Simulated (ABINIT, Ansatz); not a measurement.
```cif
data_gan
_symmetry_space_group_name_H-M 'F-43m'
_symmetry_Int_Tables_number 216
_cell_length_a 4.5070
_cell_length_b 4.5070
_cell_length_c 4.5070
_cell_angle_alpha 90.000
_cell_angle_beta 90.000
_cell_angle_gamma 90.000
_cell_volume 91.55
loop_
_atom_site_label
_atom_site_type_symbol
_atom_site_symmetry_multiplicity
_atom_site_Wyckoff_symbol
_atom_site_fract_x
_atom_site_fract_y
_atom_site_fract_z
_atom_site_occupancy
Ga1 Ga 4 a 0.00000 0.00000 0.00000 1
N1 N 4 c 0.25000 0.25000 0.25000 1
_calc_subject 'Quasiparticle gap of GaN (F-43m) in ABINIT'
_calc_method 'RPA screening on PBE, plane waves, norm-conserving pseudopotentials (and 2 further levels or steps)'
_calc_program 'ABINIT 10.8.3'
_calc_settings 'cutoff 45 Ha, PseudoDojo scalar-relativistic 0.4 stringent, norm-conserving, ngkpt (6, 6, 6), nband 138, ecuteps 8.8 Ha, inclvkb 2, shiftk (0, 0, 0), symchi 1, awtr 1, frequency ppm, 6×6×6 k-mesh'
_calc_cost '5 runs, 5.1 min in all on 4 MPI ranks of Arm Neoverse V1, shared host'
_calc_notes 'The cell and positions are those that the Materials Project relaxed with its own functionals (PBE, PBE+U or r2SCAN), kept fixed. This is not the form that GaN usually takes at ambient conditions. Limits: no spin-orbit coupling.'
_calc_pbe_gap '1.75 eV, direct'
_calc_g0w0_gap_on_the_mesh '2.61 eV'
_calc_gw_settings '6×6×6 mesh, 138 bands, screening to 239.5 eV, Godby-Needs plasmon pole'
_calc_known_limits 'short of the basis limit; no spin-orbit coupling'
```

[Long decimals in the printed logs are rounded to 6 places.]

[Logs are printed without paths, hosts, clocks, repeated set-up lines and the standing remarks that a program may print on its own settings, such as how far it seeks lower states.]

[Paths, hosts, dates, memory and timing lines, banners, echoed tables and standing remarks are left out of the program output; an Ansatz launch command may be rebuilt from the run's recorded settings. Measured values are a selection of at most five: reports struck by readers or far from the other reports are left out. None is set beside runs whose start may be inverted or whose files or cutoffs have a known fault.]

[Runs of the session that timed out or met a known fault of the program may be left out.]

[Hosts, paths, dates, database ids (printed as entryN), source tags and the programs' standing remarks are cut or masked in the printed files.]

[G0W0 gaps are taken among the corrected bands and points alone; a level outside them can change the order at an edge.]

[Where Ansatz stands beside ABINIT at settings called matched, ABINIT's density can come from a denser mesh and the files from another edition; pairs whose starting gaps differed by over 0.03 eV were left out, so agreement reads better than it is.]
